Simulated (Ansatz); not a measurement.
**H on Ni(100): change of the work function**

Aim: the work function of Ni(100) at several coverages of H (hollow site), and the dipole that each adsorbate carries.

Program: Ansatz 0.2.0. Level of theory: plane-wave DFT, PBE, Ansatz PAW. Values are calculated unless marked as measured.

This is a report of a sequence of runs, with the program logs left out and the cost of each run kept.

## 1. The starting structure

The cell holds 4 atoms: 4 Ni. Cell: a = 2.489 Å, b = 2.489 Å, c = 23.280 Å, α = 90.0°, β = 90.0°, γ = 90.0°. Vacuum lies along c.

As a file:

```cif
data_structure
_symmetry_space_group_name_H-M 'P 1'
_symmetry_Int_Tables_number 1
_cell_length_a 2.4890
_cell_length_b 2.4890
_cell_length_c 23.2800
_cell_angle_alpha 90.000
_cell_angle_beta 90.000
_cell_angle_gamma 90.000
_cell_volume 144.22
loop_
_atom_site_label
_atom_site_type_symbol
_atom_site_fract_x
_atom_site_fract_y
_atom_site_fract_z
_atom_site_occupancy
Ni1 Ni 0.50000 0.50000 0.38660 1
Ni2 Ni 0.00000 0.00000 0.46220 1
Ni3 Ni 0.50000 0.50000 0.53780 1
Ni4 Ni 0.00000 0.00000 0.61340 1
```

## 2. The clean slab

The bare slab comes first, as the zero from which every change is counted. The two lowest layers are held at bulk places and the upper ones relax. The dipole correction removes the false field that a one-sided slab makes across the periodic vacuum, so each face gets a flat vacuum level of its own.

input.yaml

```yaml
crystal:
  lattice:
    - [2.4890158698, 0.0, 0.0]
    - [0.0, 2.4890158698, 0.0]
    - [0.0, 0.0, 23.28]
  atoms:
    - { symbol: Ni, position: [0.5, 0.5, 0.3865979381], spin: 0.7 }
    - { symbol: Ni, position: [0.0, 0.0, 0.4621993127], spin: 0.7 }
    - { symbol: Ni, position: [0.5, 0.5, 0.5378006873], spin: 0.7 }
    - { symbol: Ni, position: [0.0, 0.0, 0.6134020619], spin: 0.7 }
magnetization:
  spin_polarized: true
kpoints:
  mp_grid: { grid: [12, 12, 1] }
hamiltonian:
  xc: pbe
scf:
  occupations: { method: fermi_dirac, width: 0.1 }
  convergence: { dr2_threshold: 1.0e-08 }
efield:
  axis: 3
  dipole_correction: true
  ramp_position: 0.97
  ramp_width: 0.06
relax:
  f_tol: 0.02
  max_steps: 60
  constraints: [{ sites: [0, 1] }]
output:
  write_potential: true
  write_density: true
  volumetric_format: npy
```

Started as:

```console
> ansatz run input.yaml --threads 4 --pin off --max-ram 16384MiB --backend cpu --events-out ev --progress --plain --runs-dir out
```

Wall time 50 s (4 threads of Arm Neoverse V1, shared host); peak memory 0.6 GiB; 3.1 min of CPU time.

Relaxation path:

| step | energy less that of the first step (eV) | largest force component (eV/Å) |
| --- | --- | --- |
| 1 | 0.0000 | 0.3940 |
| 2 | -0.0065 | 0.2673 |
| 3 | -0.0113 | 0.0164 |

Forces are held to the 8 operations that the program found; a distortion that breaks them can't arise in this run.

The atoms that moved most (Å):

| atom | dx | dy | dz | length |
| --- | --- | --- | --- | --- |
| Ni4 | 0.000 | 0.000 | -0.044 | 0.044 |
| Ni3 | 0.000 | 0.000 | 0.022 | 0.022 |

Final coordinates:

```cif
data_structure
_symmetry_space_group_name_H-M 'P 1'
_symmetry_Int_Tables_number 1
_cell_length_a 2.4890
_cell_length_b 2.4890
_cell_length_c 23.2800
_cell_angle_alpha 90.000
_cell_angle_beta 90.000
_cell_angle_gamma 90.000
_cell_volume 144.22
loop_
_atom_site_label
_atom_site_type_symbol
_atom_site_fract_x
_atom_site_fract_y
_atom_site_fract_z
_atom_site_occupancy
Ni1 Ni 0.50000 0.50000 0.38660 1
Ni2 Ni 0.00000 0.00000 0.46220 1
Ni3 Ni 0.50000 0.50000 0.53875 1
Ni4 Ni 0.00000 0.00000 0.61150 1
```

Read from the output:

| Quantity | Value |
| --- | --- |
| energy at zero smearing | -23357.1315 eV |
| total moment | 2.748 μB |
| site moments | 0.7629, 0.6930, 0.6964, 0.7580 μB |
| work function, upper face | 4.883 eV |
| dipole along the normal | 5.64e-6 e·Å |

Running mean over 1.76 Å of the planar mean; the ramp of the sawtooth is left out. The electron's electrostatic potential energy less the Fermi level by z:

| z (Å) | electron's electrostatic potential energy less the Fermi level (eV) |
| --- | --- |
| 3 | 4.88 |
| 4 | 4.88 |
| 5 | 4.88 |
| 6 | 4.84 |
| 7 | 4.38 |
| 8 | -1.70 |
| 9 | -9.86 |
| 10 | -10.3 |
| 11 | -10.3 |
| 12 | -10.2 |
| 13 | -10.9 |
| 14 | -10.5 |
| 15 | -4.60 |
| 16 | 3.97 |
| 17 | 4.81 |
| 18 | 4.88 |
| 19 | 4.88 |
| 20 | 4.88 |

Site moment by atom:

| atom | site moment (μB) |
| --- | --- |
| Ni1 | 0.763 |
| Ni2 | 0.693 |
| Ni3 | 0.696 |
| Ni4 | 0.758 |

The relaxation took 3 steps and lowered the energy by 0.011 eV; the largest force on the free atoms ends at 0.016 eV/Å.

The work function of the upper face is 4.88 eV.

## 3. Adsorbate added, k-mesh 4×4×1, coverage 0.111 ML

System of this step: Ni36H (H/Ni(100)). The cell holds 37 atoms: 36 Ni and 1 H. Cell: a = 7.467 Å, b = 7.467 Å, c = 23.836 Å, α = 90.0°, β = 90.0°, γ = 90.0°. Vacuum lies along c.

The clean slab as it ended is repeated in the plane and the adsorbate is set on one face; the cell's size fixes the coverage, and the k-mesh shrinks with it to keep the sampling density about even. Adsorbate and upper layers relax, since the dipole depends on the height.

input.yaml

```yaml
crystal:
  lattice:
    - [7.4670476094, 0.0, 0.0]
    - [0.0, 7.4670476094, 0.0]
    - [0.0, 0.0, 23.8356216066]
  atoms:
    - { symbol: Ni, position: [0.1666666667, 0.1666666667, 0.377586125], spin: 0.76 }
    - { symbol: Ni, position: [0.0, 0.0, 0.4514251895], spin: 0.69 }
    - { symbol: Ni, position: [0.1666666667, 0.1666666667, 0.526193492], spin: 0.7 }
    - { symbol: Ni, position: [0.0, 0.0, 0.5972414666], spin: 0.76 }
    - { symbol: Ni, position: [0.1666666667, 0.5, 0.377586125], spin: 0.76 }
    - { symbol: Ni, position: [0.0, 0.3333333333, 0.4514251895], spin: 0.69 }
    - { symbol: Ni, position: [0.1666666667, 0.5, 0.526193492], spin: 0.7 }
    - { symbol: Ni, position: [0.0, 0.3333333333, 0.5972414666], spin: 0.76 }
[... 25 atom lines left out ...]
    - { symbol: Ni, position: [0.6666666667, 0.6666666667, 0.4514251895], spin: 0.69 }
    - { symbol: Ni, position: [0.8333333333, 0.8333333333, 0.526193492], spin: 0.7 }
    - { symbol: Ni, position: [0.6666666667, 0.6666666667, 0.5972414666], spin: 0.76 }
    - { symbol: H, position: [0.1666666667, 0.1666666667, 0.622413875] }
magnetization:
  spin_polarized: true
kpoints:
  mp_grid: { grid: [4, 4, 1] }
hamiltonian:
  xc: pbe
scf:
  occupations: { method: fermi_dirac, width: 0.1 }
  convergence: { dr2_threshold: 1.0e-08 }
efield:
  axis: 3
  dipole_correction: true
  ramp_position: 0.97
  ramp_width: 0.06
relax:
  f_tol: 0.02
  max_steps: 60
  constraints:
    - { sites: [0, 1, 4, 5, 8, 9, 12, 13, 16, 17, 20, 21, 24, 25, 28, 29, 32, 33] }
output:
  write_potential: true
  write_density: true
  volumetric_format: npy
```

It took 25 min on 4 threads; peak memory 11 GiB; 1.6 h of CPU time.

The steps of the relaxation:

| step | energy less that of the first step (eV) | largest force component (eV/Å) |
| --- | --- | --- |
| 1 | 0.0000 | 0.3495 |
| 2 | -0.0088 | 0.2508 |
| 3 | -0.0171 | 0.0190 |

Forces are held to the 8 operations that the program found; a distortion that breaks them can't arise in this run.

The atoms that moved most (Å):

| atom | dx | dy | dz | length |
| --- | --- | --- | --- | --- |
| Ni3 | 0.000 | 0.000 | -0.034 | 0.034 |
| Ni20 | -0.008 | -0.008 | 0.019 | 0.022 |
| Ni16 | -0.008 | 0.008 | 0.019 | 0.022 |
| Ni8 | 0.008 | -0.008 | 0.019 | 0.022 |
| Ni4 | 0.008 | 0.008 | 0.019 | 0.022 |
| Ni35 | 0.004 | 0.004 | 0.006 | 0.008 |
| Ni31 | 0.004 | -0.004 | 0.006 | 0.008 |
| Ni23 | -0.004 | 0.004 | 0.006 | 0.008 |

The relaxed structure:

```xyz
37
Lattice="7.4670 0.0000 0.0000 0.0000 7.4670 0.0000 0.0000 0.0000 23.8356" Properties=species:S:1:pos:R:3
Ni    1.2445    1.2445    9.0000
Ni    0.0000    0.0000   10.7600
Ni    1.2445    1.2445   12.5078
Ni    0.0084    0.0084   14.2545
Ni    1.2445    3.7335    9.0000
Ni    0.0000    2.4890   10.7600
Ni    1.2445    3.7385   12.5363
Ni    0.0084    2.4806   14.2545
Ni    1.2445    6.2225    9.0000
Ni    0.0000    4.9780   10.7600
Ni    1.2445    6.2176   12.5363
Ni    0.0018    4.9780   14.2359
Ni    3.7335    1.2445    9.0000
Ni    2.4890    0.0000   10.7600
Ni    3.7385    1.2445   12.5363
Ni    2.4806    0.0084   14.2545
Ni    3.7335    3.7335    9.0000
Ni    2.4890    2.4890   10.7600
Ni    3.7291    3.7291   12.5477
Ni    2.4806    2.4806   14.2545
Ni    3.7335    6.2225    9.0000
Ni    2.4890    4.9780   10.7600
Ni    3.7291    6.2270   12.5477
Ni    2.4873    4.9780   14.2359
Ni    6.2225    1.2445    9.0000
Ni    4.9780    0.0000   10.7600
Ni    6.2176    1.2445   12.5363
Ni    4.9780    0.0018   14.2359
Ni    6.2225    3.7335    9.0000
Ni    4.9780    2.4890   10.7600
Ni    6.2270    3.7291   12.5477
Ni    4.9780    2.4873   14.2359
Ni    6.2225    6.2225    9.0000
Ni    4.9780    4.9780   10.7600
Ni    6.2270    6.2270   12.5477
Ni    4.9780    4.9780   14.2349
H     1.2445    1.2445   14.8344
```

Read from the output:

| Item | Value |
| --- | --- |
| energy at zero smearing | -210230.5550 eV |
| total moment | 24.15 μB |
| work function, upper face | 4.904 eV |
| dipole along the normal | -0.005409 e·Å |

Running mean over 1.76 Å of the planar mean; the ramp of the sawtooth is left out. The electron's electrostatic potential energy less the Fermi level by z:

| z (Å) | electron's electrostatic potential energy less the Fermi level (eV) |
| --- | --- |
| 3 | 4.89 |
| 4 | 4.89 |
| 5 | 4.88 |
| 6 | 4.85 |
| 7 | 4.39 |
| 8 | -1.71 |
| 9 | -9.86 |
| 10 | -10.3 |
| 11 | -10.3 |
| 12 | -10.2 |
| 13 | -10.8 |
| 14 | -10.5 |
| 15 | -4.86 |
| 16 | 3.92 |
| 17 | 4.83 |
| 18 | 4.90 |
| 19 | 4.90 |
| 20 | 4.90 |

Site moment by element, in μB:

| element | atoms | mean | spread (r.m.s.) | least | largest |
| --- | --- | --- | --- | --- | --- |
| Ni | 36 | 0.708 | 0.046 | 0.615 | 0.764 |
| H | 1 | -0.011 | 0.000 | -0.011 | -0.011 |

The atoms farthest from the mean of their element:

| atom | x, y, z (Å) | site moment (μB) |
| --- | --- | --- |
| Ni16 | 2.48, 0.01, 14.25 | 0.615 |
| Ni8 | 0.01, 2.48, 14.25 | 0.615 |
| Ni20 | 2.48, 2.48, 14.25 | 0.615 |
| Ni4 | 0.01, 0.01, 14.25 | 0.615 |
| Ni1 | 1.24, 1.24, 9.00 | 0.764 |
| Ni5 | 1.24, 3.73, 9.00 | 0.760 |
| Ni25 | 6.22, 1.24, 9.00 | 0.760 |
| Ni13 | 3.73, 1.24, 9.00 | 0.760 |

The relaxation took 3 steps and lowered the energy by 0.017 eV; the largest force on the free atoms ends at 0.019 eV/Å.

The covered face has 4.90 eV, +0.02 eV against the clean one; the bare back face has moved by +0.00 eV, a measure of how thin the slab is.

## 4. Adsorbate added, k-mesh 6×6×1, coverage 0.25 ML

System of this step: Ni16H (H/Ni(100)). The cell holds 17 atoms: 16 Ni and 1 H. Its edges and angles: a = 4.978 Å, b = 4.978 Å, c = 23.836 Å, α = 90.0°, β = 90.0°, γ = 90.0°. Vacuum lies along c.

Another coverage, to see how the dipoles act on each other as their distance changes.

input.yaml

```yaml
crystal:
  lattice:
    - [4.9780317396, 0.0, 0.0]
    - [0.0, 4.9780317396, 0.0]
    - [0.0, 0.0, 23.8356216066]
  atoms:
    - { symbol: Ni, position: [0.25, 0.25, 0.377586125], spin: 0.76 }
    - { symbol: Ni, position: [0.0, 0.0, 0.4514251895], spin: 0.69 }
    - { symbol: Ni, position: [0.25, 0.25, 0.526193492], spin: 0.7 }
    - { symbol: Ni, position: [0.0, 0.0, 0.5972414666], spin: 0.76 }
    - { symbol: Ni, position: [0.25, 0.75, 0.377586125], spin: 0.76 }
    - { symbol: Ni, position: [0.0, 0.5, 0.4514251895], spin: 0.69 }
    - { symbol: Ni, position: [0.25, 0.75, 0.526193492], spin: 0.7 }
    - { symbol: Ni, position: [0.0, 0.5, 0.5972414666], spin: 0.76 }
    - { symbol: Ni, position: [0.75, 0.25, 0.377586125], spin: 0.76 }
    - { symbol: Ni, position: [0.5, 0.0, 0.4514251895], spin: 0.69 }
    - { symbol: Ni, position: [0.75, 0.25, 0.526193492], spin: 0.7 }
    - { symbol: Ni, position: [0.5, 0.0, 0.5972414666], spin: 0.76 }
    - { symbol: Ni, position: [0.75, 0.75, 0.377586125], spin: 0.76 }
    - { symbol: Ni, position: [0.5, 0.5, 0.4514251895], spin: 0.69 }
    - { symbol: Ni, position: [0.75, 0.75, 0.526193492], spin: 0.7 }
    - { symbol: Ni, position: [0.5, 0.5, 0.5972414666], spin: 0.76 }
    - { symbol: H, position: [0.25, 0.25, 0.622413875] }
magnetization:
  spin_polarized: true
kpoints:
  mp_grid: { grid: [6, 6, 1] }
hamiltonian:
  xc: pbe
scf:
  occupations: { method: fermi_dirac, width: 0.1 }
  convergence: { dr2_threshold: 1.0e-08 }
efield:
  axis: 3
  dipole_correction: true
  ramp_position: 0.97
  ramp_width: 0.06
relax:
  f_tol: 0.02
  max_steps: 60
  constraints: [{ sites: [0, 1, 4, 5, 8, 9, 12, 13] }]
output:
  dos: { projected: true, e_range: [-8, 4] }
  write_potential: true
  write_density: true
  volumetric_format: npy
  elf: true
```

It took 6.1 min on 4 threads; peak memory 3.5 GiB.

Step by step:

| step | energy less that of the first step (eV) | largest force component (eV/Å) |
| --- | --- | --- |
| 1 | 0.0000 | 0.3585 |
| 2 | -0.0089 | 0.2552 |
| 3 | -0.0169 | 0.0181 |

The run keeps the 8 symmetry operations that the program found, so distortions that break them were not tested.

The atoms that moved most (Å):

| atom | dx | dy | dz | length |
| --- | --- | --- | --- | --- |
| Ni3 | 0.000 | 0.000 | -0.035 | 0.035 |
| Ni15 | 0.000 | 0.000 | 0.023 | 0.023 |
| Ni4 | 0.007 | 0.007 | 0.018 | 0.021 |
| Ni8 | 0.007 | -0.007 | 0.018 | 0.021 |
| Ni12 | -0.007 | 0.007 | 0.018 | 0.021 |
| Ni16 | -0.007 | -0.007 | 0.018 | 0.021 |
| Ni11 | 0.000 | 0.000 | -0.010 | 0.010 |
| Ni7 | 0.000 | 0.000 | -0.010 | 0.010 |

The relaxed structure:

```
Ni H
1.0
     4.97803    0.00000    0.00000
     0.00000    4.97803    0.00000
     0.00000    0.00000   23.83562
Ni H
16 1
Direct
  0.25000 0.25000 0.37759
  0.00000 0.00000 0.45143
  0.25000 0.25000 0.52474
  0.00150 0.00150 0.59800
  0.25000 0.75000 0.37759
  0.00000 0.50000 0.45143
  0.25000 0.75000 0.52579
  0.00150 0.49850 0.59800
  0.75000 0.25000 0.37759
  0.50000 0.00000 0.45143
  0.75000 0.25000 0.52579
  0.49850 0.00150 0.59800
  0.75000 0.75000 0.37759
  0.50000 0.50000 0.45143
  0.75000 0.75000 0.52715
  0.49850 0.49850 0.59800
  0.25000 0.25000 0.62204
```

Numbers from this step:

* energy at zero smearing: -93444.9083 eV
* total moment: 10.44 μB
* work function, upper face: 4.931 eV
* work function, lower face: 4.891 eV
* dipole along the normal: -0.005431 e·Å
* step between the vacuum levels: 0.03967 eV

The density of states has structure finer than the step of the table below, so its rows give means over 0.25 eV. Peaks (eV: height): total -2.230: 61.7, -1.680: 52.0, -1.530: 60.9, -1.440: 55.7, -1.170: 52.4, -0.930: 71.8, -0.600: 75.2; up -2.290: 39.8, -2.230: 46.9, -1.620: 32.6, -1.170: 33.6, -0.930: 34.4, -0.840: 40.0, -0.600: 52.2; down -1.530: 39.3, -1.440: 34.8, -1.020: 33.4, -0.930: 37.4, -0.660: 34.0, -0.120: 35.8, 0.270: 36.4.

Density of states against energy, zero at the Fermi level; means over each step; values in states/eV a cell:

| energy (eV) | total | up | down |
| --- | --- | --- | --- |
| -7.75 | 1.61 | 0.811 | 0.797 |
| -7.50 | 1.66 | 0.846 | 0.815 |
| -7.25 | 2.36 | 1.20 | 1.17 |
| -7.00 | 3.22 | 1.61 | 1.60 |
| -6.75 | 2.20 | 1.11 | 1.10 |
| -6.50 | 1.04 | 0.524 | 0.514 |
| -6.25 | 1.54 | 0.800 | 0.744 |
| -6.00 | 2.46 | 1.27 | 1.19 |
| -5.75 | 4.08 | 2.05 | 2.03 |
| -5.50 | 2.91 | 1.88 | 1.02 |
| -5.25 | 3.62 | 1.59 | 2.03 |
| -5.00 | 4.28 | 2.71 | 1.57 |
| -4.75 | 5.64 | 2.91 | 2.73 |
| -4.50 | 8.01 | 5.77 | 2.24 |
| -4.25 | 11.5 | 7.06 | 4.49 |
| -4.00 | 17.2 | 11.4 | 5.84 |
| -3.75 | 23.9 | 17.0 | 6.87 |
| -3.50 | 20.2 | 12.5 | 7.72 |
| -3.25 | 30.0 | 14.1 | 15.9 |
| -3.00 | 25.4 | 13.8 | 11.5 |
| -2.75 | 27.0 | 15.4 | 11.6 |
| -2.50 | 30.0 | 17.5 | 12.5 |
| -2.25 | 43.7 | 29.2 | 14.4 |
| -2.00 | 33.1 | 18.8 | 14.2 |
| -1.75 | 39.4 | 21.8 | 17.7 |
| -1.50 | 46.8 | 22.6 | 24.2 |
| -1.25 | 44.2 | 26.5 | 17.6 |
| -1.00 | 51.8 | 29.2 | 22.6 |
| -0.75 | 55.3 | 32.3 | 23.0 |
| -0.50 | 45.7 | 20.6 | 25.1 |
| -0.25 | 29.1 | 4.01 | 25.1 |
| 0.00 | 29.3 | 4.00 | 25.3 |
| 0.25 | 26.3 | 2.33 | 24.0 |
| 0.50 | 9.19 | 1.98 | 7.21 |
| 0.75 | 5.59 | 2.56 | 3.03 |
| 1.00 | 6.22 | 3.57 | 2.65 |
| 1.25 | 6.72 | 3.27 | 3.45 |
| 1.50 | 5.50 | 2.17 | 3.33 |
| 1.75 | 4.75 | 1.88 | 2.87 |

Projected DOS per atom over height of the atomic layer and energy from the Fermi level. Layers: Ni4 Ni4 Ni4 Ni4 H from below.

Ten even steps from '0' (0.01 states/eV) to '9' (4.06 states/eV), each cell a mean:
```
00000
00000
00000
22220
53440
75570
96690
86670
64460
56650
34430
24520
24420
12210
01100
00000
00000
00000
00000
00001
00001
00000
```
Columns: height of the atomic layer (Å) from 9 to 14.8 (not evenly spaced); rows upwards: energy from the Fermi level (eV) from -7.96 to 1.95.

Projected DOS per atom, spin up over height of the atomic layer and energy from the Fermi level. Layers: Ni4 Ni4 Ni4 Ni4 H from below.

Ten even steps from '_' (0.01 states/eV) to '@' (2.35 states/eV), each cell a mean:
```
__________
__________
__________
__________
__________
====++++__
@@****@@__
##++++##__
##----**__
********__
======--__
::----::__
::++++::__
..----..__
__....____
__________
__________
__________
__________
__________
________..
__________
```
Columns: height of the atomic layer (Å) from 9 to 14.8 (not evenly spaced); rows upwards: energy from the Fermi level (eV) from -7.96 to 1.95.

Projected DOS per atom, spin down over height of the atomic layer and energy from the Fermi level. Layers: Ni4 Ni4 Ni4 Ni4 H from below.

Ten even steps from '0' (0.01 states/eV) to '9' (2.00 states/eV), each cell a mean:
```
00000
00000
00000
44430
96780
86590
85470
75670
45540
44440
23320
25520
12210
12200
00100
00000
00000
00000
00000
00001
00001
00000
```
Columns: height of the atomic layer (Å) from 9 to 14.8 (not evenly spaced); rows upwards: energy from the Fermi level (eV) from -7.96 to 1.95.

Site moment by atom:

| atom | site moment (μB) |
| --- | --- |
| Ni1 | 0.766 |
| Ni2 | 0.695 |
| Ni3 | 0.698 |
| Ni4 | 0.602 |
| Ni5 | 0.761 |
| Ni6 | 0.695 |
| Ni7 | 0.716 |
| Ni8 | 0.602 |
| Ni9 | 0.761 |
| Ni10 | 0.695 |
| Ni11 | 0.716 |
| Ni12 | 0.602 |
| Ni13 | 0.754 |
| Ni14 | 0.695 |
| Ni15 | 0.611 |
| Ni16 | 0.602 |
| H17 | -0.010 |

Spin density in the ca plane at fractional y = 0.250, with atoms of Ni and H within 0.2 Å of it.

Ten even steps from '0' (0.0 e/Å³) to '9' (2.3 e/Å³), each cell a mean:
```
00000000000000000000000000000000000000000000
00000001000000000100000000000000000000000000
00000028300000005710000000000000000000000000
00000027200000004610000000000000000000000000
00000001000000000100000000000000000000000000
00000000000000000000000000000000000000000000
00000000000000000000000000000000000000000000
00000000000000000000000000000000000000000000
00000013100000002300000000000000000000000000
00000039300000006810000000000000000000000000
00000013100000002300000000000000000000000000
00000000000000000000000000000000000000000000
00000000000000000000000000000000000000000000
```
Columns run along c (16.0 Å, from fractional 0.27 to 0.95 of the cell), rows up along a (5.0 Å). Atoms in or near the plane, at fractional coordinates: Ni at (0.38, 0.25), Ni at (0.52, 0.25), Ni at (0.38, 0.75), Ni at (0.53, 0.75), H at (0.62, 0.25).

ELF in the ca plane at fractional y = 0.250, with atoms of Ni and H within 0.2 Å of it. It is the smooth field of the valence electrons, not physical close to the nuclei.

Ten even steps from '0' (0.00) to '9' (0.99), each cell a mean:
```
00112211122222221122222221100000000000000000
00011123222222222321222221100000000000000000
00011245422222125532222221000000000000000000
00011245422222124532222221000000000000000000
00011123222222222322222221100000000000000000
00112222222222222222222221100000000000000000
00112222222222322223222222100000000000000000
00011122222222212212223553200000000000000000
00011234322222124421237986310000000000000000
00011246421222135631149998410000000000000000
00011234322222123421237986310000000000000000
00011122122222212212223453200000000000000000
00112222222222322223222222100000000000000000
```
Columns run along c (16.0 Å, from fractional 0.27 to 0.95 of the cell), rows up along a (5.0 Å). Atoms in or near the plane, at fractional coordinates: Ni at (0.38, 0.25), Ni at (0.52, 0.25), Ni at (0.38, 0.75), Ni at (0.53, 0.75), H at (0.62, 0.25).

Valence density in the ca plane at fractional y = 0.250, with atoms of Ni and H within 0.2 Å of it. It is the smooth field of the valence electrons, not physical close to the nuclei.

Ten steps, logarithmic in the rise over the least value, from '0' (0 e/Å³) to '9' (44 e/Å³), each cell a mean:
```
00000011111111111111111000000000000000000000
00000145421000125531100000000000000000000000
00000379731000158962000000000000000000000000
00000379731000148962000000000000000000000000
00000145421000125531100000000000000000000000
00000011111111111111111000000000000000000000
00000011111111111111111000000000000000000000
00000123211011113321111100000000000000000000
00000268621000147741111210000000000000000000
00000389831000159962112210000000000000000000
00000267621000147741111110000000000000000000
00000123211011112311111100000000000000000000
00000011111111111111111000000000000000000000
```
Columns run along c (16.0 Å, from fractional 0.27 to 0.95 of the cell), rows up along a (5.0 Å). Atoms in or near the plane, at fractional coordinates: Ni at (0.38, 0.25), Ni at (0.52, 0.25), Ni at (0.38, 0.75), Ni at (0.53, 0.75), H at (0.62, 0.25).

The relaxation took 3 steps and lowered the energy by 0.017 eV; the largest force on the free atoms ends at 0.018 eV/Å.

By hand: a sheet of dipoles makes a step −p/(ε₀A) in the electron's potential. With e/ε₀ = 180.95 V·Å, p = -0.005431 e·Å and A = 24.78 Å², that is −180.95 × (-0.005431) / 24.78 = +0.040 eV, and the two vacuum levels of the run differ by +0.040 eV.

The covered face has 4.93 eV, +0.05 eV against the clean one; the bare back face has moved by +0.01 eV, a measure of how thin the slab is.

(Continued in part 2 of 2.)

[Long decimals in the printed logs are rounded to 6 places.]

[Logs are printed without paths, hosts, clocks, repeated set-up lines and the standing remarks that a program may print on its own settings, such as how far it seeks lower states.]

[Hosts, paths, dates, database ids (printed as entryN), source tags and the programs' standing remarks are cut or masked in the printed files.]

[Maps of the electrostatic potential energy from Ansatz leave out the sawtooth potential of an applied field or a dipole correction, so their vacuum need not be flat; planar profiles and work functions include it.]

[The density of states shown here was stored with 400 of the rows of the run's finer table, so its peaks can read low, often by over a quarter, or be missed, and its means over a window can be off by a tenth or more.]
